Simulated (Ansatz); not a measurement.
Two G0W0 runs on SiO2 (I-42d).

```
Si O
1.0
    -2.37405    2.37405    3.74400
     2.37405   -2.37405    3.74400
     2.37405    2.37405   -3.74400
Si O
2 4
Direct
  0.00000 0.00000 0.00000
  0.75000 0.25000 0.50000
  0.99838 0.62500 0.87338
  0.37500 0.24838 0.37338
  0.75162 0.12500 0.12662
  0.87500 0.00162 0.62662
```

The cell and positions come from the Crystallography Open Database and are kept as given unless a step says otherwise.

The first (Ansatz 0.2.0; start LDA, 4×4×4 mesh, 995 empty bands, screening to 100 eV, PAW set soft_1 files; 1 × NVIDIA H100 80GB HBM3 (shared by 6 runs) with 3 threads of AMD EPYC 7R13 (Zen 3), shared host) gave, on its mesh: starting gap 5.82 eV, G0W0 gap 8.92 eV, RPA ε∞ (mean) 2.28, 72 s.

**Question.** The second changes mesh from 4×4×4 to 8×8×8 and empty bands from 995 to 191. What does it give?

It gave: starting gap 5.82 eV, G0W0 gap 8.88 eV, RPA ε∞ (mean) 2.28, 4 min. The G0W0 gap moves by −0.04 eV, +0.00 eV from the start and −0.04 eV from the correction. Σc changes by +0.14 eV at the valence top and +0.13 eV at the conduction bottom, and Σx − Vxc between them by −0.03 eV.

Limits: not at the basis limit.

[Paths, hosts, dates, memory and timing lines, banners, echoed tables and standing remarks are left out of the program output.]

[Logs are printed without paths, hosts, clocks, repeated set-up lines and the standing remarks that a program may print on its own settings, such as how far it seeks lower states.]

[Runs of the session that timed out or met a known fault of the program may be left out.]

[Cells called generated may have been cut or substituted from an entry of the Crystallography Open Database or the Materials Project.]

[Hosts, paths, dates, database ids (printed as entryN), source tags and the programs' standing remarks are cut or masked in the printed files.]
